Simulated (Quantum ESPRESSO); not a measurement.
# How LiF (Griceite) absorbs and reflects light, part 2 of 3

Wanted: where LiF (Griceite) starts to absorb, how strongly, and its refractive index.

Quantum ESPRESSO 7.5; DFT, PBE, plane waves with norm-conserving potentials (PseudoDojo), scalar-relativistic, independent-particle optical response without local fields and without the non-local commutator.

So far. Step 2 (Ground state): There is a gap, 9.11 eV on this mesh (points off the mesh can give less), so no carriers' term is needed.

### 3. Ground state with the final occupations

Level of this step: DFT, PBE, plane waves with norm-conserving potentials (PseudoDojo), scalar-relativistic, ground state (Quantum ESPRESSO).

With the gap or the metal settled, the ground state is repeated with the fitting occupations, and the later steps take its density.

scf.in

```
&control
  calculation = 'scf'
  prefix = 'x'
  outdir = './tmp'
  pseudo_dir = './'
  verbosity = 'high'
/
&system
  ibrav = 0
  nat = 2
  ntyp = 2
  ecutwfc = 90
  occupations = 'fixed'
/
&electrons
  conv_thr = 1e-09
  electron_maxstep = 100
/
ATOMIC_SPECIES
  F 1.0 F.upf
  Li 1.0 Li.upf
CELL_PARAMETERS angstrom
  0.000000000000 2.014000000000 2.014000000000
  2.014000000000 0.000000000000 2.014000000000
  2.014000000000 2.014000000000 0.000000000000
ATOMIC_POSITIONS crystal
  F 0.500000000000 0.500000000000 0.500000000000
  Li 0.000000000000 0.000000000000 0.000000000000
K_POINTS automatic
  10 10 10 0 0 0
```

The run is started by

```console
> mpirun -n 4 pw.x -nk 4 -in scf.in
```

Output:

```text
[banner, memory and clock lines left out]

     using ibrav=0 with symmetry is DISCOURAGED, use correct ibrav instead

     G-vector sticks info

     bravais-lattice index     =            0
     lattice parameter (alat)  =       5.3824  a.u.
     unit-cell volume          =     110.2567 (a.u.)^3
     number of atoms/cell      =            2
     number of atomic types    =            2
     number of electrons       =        10.00
     number of Kohn-Sham states=            5
     kinetic-energy cutoff     =      90.0000  Ry
     charge density cutoff     =     360.0000  Ry
     scf convergence threshold =      1.0E-09
     mixing beta               =       0.7000
     number of iterations used =            8  plain     mixing
     Exchange-correlation= PBE
                           (   1   4   3   4   0   0   0)

     celldm(1)=   5.382367  celldm(2)=   0.000000  celldm(3)=   0.000000
     celldm(4)=   0.000000  celldm(5)=   0.000000  celldm(6)=   0.000000

     crystal axes: (cart. coord. in units of alat)
               a(1) = (   0.000000   0.707107   0.707107 )
               a(2) = (   0.707107   0.000000   0.707107 )
               a(3) = (   0.707107   0.707107   0.000000 )

     reciprocal axes: (cart. coord. in units 2 pi/alat)
               b(1) = ( -0.707107  0.707107  0.707107 )
               b(2) = (  0.707107 -0.707107  0.707107 )
               b(3) = (  0.707107  0.707107 -0.707107 )

     ./F.upf
     Pseudo is Norm-conserving + core correction, Zval =  7.0
     Generated using ONCVPSP code by D. R. Hamann
     Using radial grid of  832 points,  5 beta functions with:
                l(1) =   0
                l(2) =   0
                l(3) =   1
                l(4) =   1
                l(5) =   2

     ./Li.upf
     Pseudo is Norm-conserving, Zval =  3.0
     Generated using ONCVPSP code by D. R. Hamann
     Using radial grid of 1944 points,  4 beta functions with:
                l(1) =   0
                l(2) =   0
                l(3) =   1
                l(4) =   1

     atomic species   valence    mass     pseudopotential
     F                 7.00     1.00000     F ( 1.00)
     Li                3.00     1.00000     Li( 1.00)

     48 Sym. Ops., with inversion, found

                                    s                        frac. trans.

     [... symmetry matrices left out ...]
   Cartesian axes

     site n.     atom                  positions (alat units)
         1        F      tau(   1) = (   0.7071068   0.7071068   0.7071068  )
         2        Li     tau(   2) = (   0.0000000   0.0000000   0.0000000  )

   Crystallographic axes

     site n.     atom                  positions (cryst. coord.)
         1        F      tau(   1) = (  0.5000000  0.5000000  0.5000000  )
         2        Li     tau(   2) = (  0.0000000  0.0000000  0.0000000  )

     number of k points=    47
                       cart. coord. in units 2pi/alat
        k(    1) = (   0.0000000   0.0000000   0.0000000), wk =   0.0020000
        k(    2) = (   0.0707107   0.0707107  -0.0707107), wk =   0.0160000
        k(    3) = (   0.1414214   0.1414214  -0.1414214), wk =   0.0160000
        k(    4) = (   0.2121320   0.2121320  -0.2121320), wk =   0.0160000
        k(    5) = (   0.2828427   0.2828427  -0.2828427), wk =   0.0160000
        k(    6) = (  -0.3535534  -0.3535534   0.3535534), wk =   0.0080000
        k(    7) = (   0.1414214  -0.0000000   0.0000000), wk =   0.0120000
        k(    8) = (   0.2121320   0.0707107  -0.0707107), wk =   0.0480000
        k(    9) = (   0.2828427   0.1414214  -0.1414214), wk =   0.0480000
        k(   10) = (   0.3535534   0.2121320  -0.2121320), wk =   0.0480000
        k(   11) = (  -0.2828427  -0.4242641   0.4242641), wk =   0.0480000
        k(   12) = (  -0.2121320  -0.3535534   0.3535534), wk =   0.0480000
        k(   13) = (  -0.1414214  -0.2828427   0.2828427), wk =   0.0480000
        k(   14) = (  -0.0707107  -0.2121320   0.2121320), wk =   0.0480000
        k(   15) = (   0.0000000  -0.1414214   0.1414214), wk =   0.0240000
        k(   16) = (   0.2828427  -0.0000000   0.0000000), wk =   0.0120000
[...]
cryst. coord.
[...]
k(   40) = (   0.1000000   0.3000000  -0.2000000), wk =   0.0480000
        k(   41) = (   0.1000000   0.4000000  -0.5000000), wk =   0.0480000
        k(   42) = (   0.1000000   0.4000000  -0.4000000), wk =   0.0960000
        k(   43) = (   0.1000000   0.4000000  -0.3000000), wk =   0.0480000
        k(   44) = (   0.1000000  -0.5000000  -0.4000000), wk =   0.0240000
        k(   45) = (   0.2000000   0.4000000  -0.4000000), wk =   0.0480000
        k(   46) = (   0.2000000   0.4000000  -0.3000000), wk =   0.0480000
        k(   47) = (   0.2000000  -0.5000000  -0.3000000), wk =   0.0240000

     Dense  grid:    12675 G-vectors     FFT dimensions: (  36,  36,  36)

     Initial potential from superposition of free atoms

     starting charge       9.9954, renormalised to      10.0000
     Starting wfcs are    6 randomized atomic wfcs

     Self-consistent Calculation

     iteration #  1     ecut=    90.00 Ry     beta= 0.70
     Davidson diagonalization with overlap

            44 MiB given to the printing process from OS
            13 MiB allocation reported by mallinfo(arena+hblkhd)
------------------
     ethr =  1.00E-02,  avg # of iterations =  1.7

     total energy              =     -63.92582113 Ry
     estimated scf accuracy    <       0.13050551 Ry

     iteration #  2     ecut=    90.00 Ry     beta= 0.70
     Davidson diagonalization with overlap

            51 MiB given to the printing process from OS
            16 MiB allocation reported by mallinfo(arena+hblkhd)
------------------
     ethr =  1.31E-03,  avg # of iterations =  2.0

     total energy              =     -63.96767469 Ry
     estimated scf accuracy    <       0.08117852 Ry

     iteration #  3     ecut=    90.00 Ry     beta= 0.70
     Davidson diagonalization with overlap

            51 MiB given to the printing process from OS
            17 MiB allocation reported by mallinfo(arena+hblkhd)
------------------
     ethr =  8.12E-04,  avg # of iterations =  2.0

     total energy              =     -63.98211598 Ry
     estimated scf accuracy    <       0.00060372 Ry

     iteration #  4     ecut=    90.00 Ry     beta= 0.70
     Davidson diagonalization with overlap

            51 MiB given to the printing process from OS
            17 MiB allocation reported by mallinfo(arena+hblkhd)
------------------
     ethr =  6.04E-06,  avg # of iterations =  2.9

     total energy              =     -63.98226407 Ry
     estimated scf accuracy    <       0.00032914 Ry

     iteration #  5     ecut=    90.00 Ry     beta= 0.70
     Davidson diagonalization with overlap

            52 MiB given to the printing process from OS
            18 MiB allocation reported by mallinfo(arena+hblkhd)
------------------
     ethr =  3.29E-06,  avg # of iterations =  2.0

     total energy              =     -63.98234397 Ry
     estimated scf accuracy    <       0.00000530 Ry

     iteration #  6     ecut=    90.00 Ry     beta= 0.70
     Davidson diagonalization with overlap

            52 MiB given to the printing process from OS
            18 MiB allocation reported by mallinfo(arena+hblkhd)
------------------
     ethr =  5.30E-08,  avg # of iterations =  2.0

     total energy              =     -63.98234445 Ry
     estimated scf accuracy    <       0.00000036 Ry

     iteration #  7     ecut=    90.00 Ry     beta= 0.70
     Davidson diagonalization with overlap

            53 MiB given to the printing process from OS
            18 MiB allocation reported by mallinfo(arena+hblkhd)
------------------
     ethr =  3.63E-09,  avg # of iterations =  2.0

     End of self-consistent calculation

          k = 0.0000 0.0000 0.0000 (  1639 PWs)   bands (ev):

   -39.9375 -18.9853   0.9071   0.9071   0.9071

     occupation numbers
     1.0000   1.0000   1.0000   1.0000   1.0000

          k = 0.0707 0.0707-0.0707 (  1573 PWs)   bands (ev):

   -39.9319 -18.9468   0.6216   0.8843   0.8843

     occupation numbers
     1.0000   1.0000   1.0000   1.0000   1.0000

          k = 0.1414 0.1414-0.1414 (  1576 PWs)   bands (ev):

   -39.9173 -18.8435  -0.0631   0.8260   0.8260

     occupation numbers
     1.0000   1.0000   1.0000   1.0000   1.0000

          k = 0.2121 0.2121-0.2121 (  1600 PWs)   bands (ev):

   -39.8993 -18.7105  -0.8214   0.7563   0.7563

     occupation numbers
     1.0000   1.0000   1.0000   1.0000   1.0000

          k = 0.2828 0.2828-0.2828 (  1586 PWs)   bands (ev):

   -39.8847 -18.5983  -1.3865   0.7018   0.7018

     occupation numbers
     1.0000   1.0000   1.0000   1.0000   1.0000

          k =-0.3536-0.3536 0.3536 (  1568 PWs)   bands (ev):

   -39.8791 -18.5543  -1.5937   0.6815   0.6815

     occupation numbers
     1.0000   1.0000   1.0000   1.0000   1.0000

          k = 0.1414-0.0000 0.0000 (  1575 PWs)   bands (ev):

   -39.9301 -18.9330   0.6480   0.8092   0.8092

     occupation numbers
     1.0000   1.0000   1.0000   1.0000   1.0000

          k = 0.2121 0.0707-0.0707 (  1575 PWs)   bands (ev):

   -39.9186 -18.8487   0.1182   0.7086   0.7645

     occupation numbers
     1.0000   1.0000   1.0000   1.0000   1.0000

     [... further k points left out ...]

     highest occupied level (ev):     0.9071

!    total energy              =     -63.98234454 Ry
     estimated scf accuracy    <          1.0E-09 Ry

     The total energy is the sum of the following terms:
     one-electron contribution =     -25.10749167 Ry
     hartree contribution      =      16.67859513 Ry
     xc contribution           =     -14.60517133 Ry
     ewald contribution        =     -40.94827666 Ry

     convergence has been achieved in   7 iterations

     XML data file, charge density, pseudopotentials, collected wavefunctions

                                        0.00s GPU  (     261 calls)
```

It took 3.4 s on 4 MPI ranks of Arm Neoverse N1, shared host; peak memory 0.05 GiB; 13 s of CPU time.

### 4. Bands on the whole mesh, 15×15×15

The response needs many more empty bands than the density does.

This step: DFT, PBE, plane waves with norm-conserving potentials (PseudoDojo), scalar-relativistic, bands at fixed density (Quantum ESPRESSO 7.5).

nscf.in, as its differences from scf.in of step 3:

```diff
@@ -1,3 +1,3 @@
 &control
-  calculation = 'scf'
+  calculation = 'nscf'
   prefix = 'x'
@@ -5,3 +5,2 @@
   pseudo_dir = './'
-  verbosity = 'high'
 /
@@ -13,2 +12,5 @@
   occupations = 'fixed'
+  nbnd = 15
+  nosym = .true.
+  noinv = .true.
 /
@@ -17,2 +19,3 @@
   electron_maxstep = 100
+  diago_full_acc = .true.
 /
@@ -29,2 +32,2 @@
 K_POINTS automatic
-  10 10 10 0 0 0
+  15 15 15 0 0 0
```

The run is started by

```console
> mpirun -n 4 pw.x -nk 4 -in nscf.in
```

Output:

```text
[banner, memory and clock lines left out]

     Atomic positions and unit cell read from directory:

     G-vector sticks info

     bravais-lattice index     =            0
     lattice parameter (alat)  =       5.3824  a.u.
     unit-cell volume          =     110.2567 (a.u.)^3
     number of atoms/cell      =            2
     number of atomic types    =            2
     number of electrons       =        10.00
     number of Kohn-Sham states=           15
     kinetic-energy cutoff     =      90.0000  Ry
     charge density cutoff     =     360.0000  Ry
     Exchange-correlation= PBE
                           (   1   4   3   4   0   0   0)

     celldm(1)=   5.382367  celldm(2)=   0.000000  celldm(3)=   0.000000
     celldm(4)=   0.000000  celldm(5)=   0.000000  celldm(6)=   0.000000

     crystal axes: (cart. coord. in units of alat)
               a(1) = (   0.000000   0.707107   0.707107 )
               a(2) = (   0.707107   0.000000   0.707107 )
               a(3) = (   0.707107   0.707107   0.000000 )

     reciprocal axes: (cart. coord. in units 2 pi/alat)
               b(1) = ( -0.707107  0.707107  0.707107 )
               b(2) = (  0.707107 -0.707107  0.707107 )
               b(3) = (  0.707107  0.707107 -0.707107 )

     ./F.upf
     Pseudo is Norm-conserving + core correction, Zval =  7.0
     Generated using ONCVPSP code by D. R. Hamann
     Using radial grid of  832 points,  5 beta functions with:
                l(1) =   0
                l(2) =   0
                l(3) =   1
                l(4) =   1
                l(5) =   2

     ./Li.upf
     Pseudo is Norm-conserving, Zval =  3.0
     Generated using ONCVPSP code by D. R. Hamann
     Using radial grid of 1944 points,  4 beta functions with:
                l(1) =   0
                l(2) =   0
                l(3) =   1
                l(4) =   1

     atomic species   valence    mass     pseudopotential
     F                 7.00     1.00000     F ( 1.00)
     Li                3.00     1.00000     Li( 1.00)

     No symmetry found

   Cartesian axes

     site n.     atom                  positions (alat units)
         1        F      tau(   1) = (   0.7071068   0.7071068   0.7071068  )
         2        Li     tau(   2) = (   0.0000000   0.0000000   0.0000000  )

     number of k points=  3375

     Number of k-points >= 100: set verbosity='high' to print them.

     Dense  grid:    12675 G-vectors     FFT dimensions: (  36,  36,  36)

     The potential is recalculated from file :

     Starting wfcs are    6 randomized atomic wfcs +    9 random wfcs

     Band Structure Calculation
     Davidson diagonalization with overlap

     ethr =  1.00E-11,  avg # of iterations = 20.5

     End of band structure calculation

     Number of k-points >= 100: set verbosity='high' to print the bands.

     highest occupied, lowest unoccupied level (ev):     0.9078   10.0215

     XML data file, pseudopotentials, collected wavefunctions

                                        0.00s GPU  (   18579 calls)

[... left out ...]
ulation
     Davidson diagonalization with overlap

     ethr =  1.00E-11,  avg # of iterations = 20.5

     End of band structure calculation

     Number of k-points >= 100: set verbosity='high' to print the bands.

     highest occupied, lowest unoccupied level (ev):     0.9078   10.0215

     XML data file, pseudopotentials, collected wavefunctions

                                        0.00s GPU  (   18579 calls)
```

Run time: 5.3 min. Hardware: 4 MPI ranks; peak memory 0.05 GiB.

(Continued in part 3 of 3.)

[Machine, clock, banner and «Message from routine» lines are left out of the logs.]

[Logs are printed without paths, hosts, clocks, repeated set-up lines and the standing remarks that a program may print on its own settings, such as how far it seeks lower states.]

[Hosts, paths, dates, database ids (printed as entryN), source tags and the programs' standing remarks are cut or masked in the printed files.]
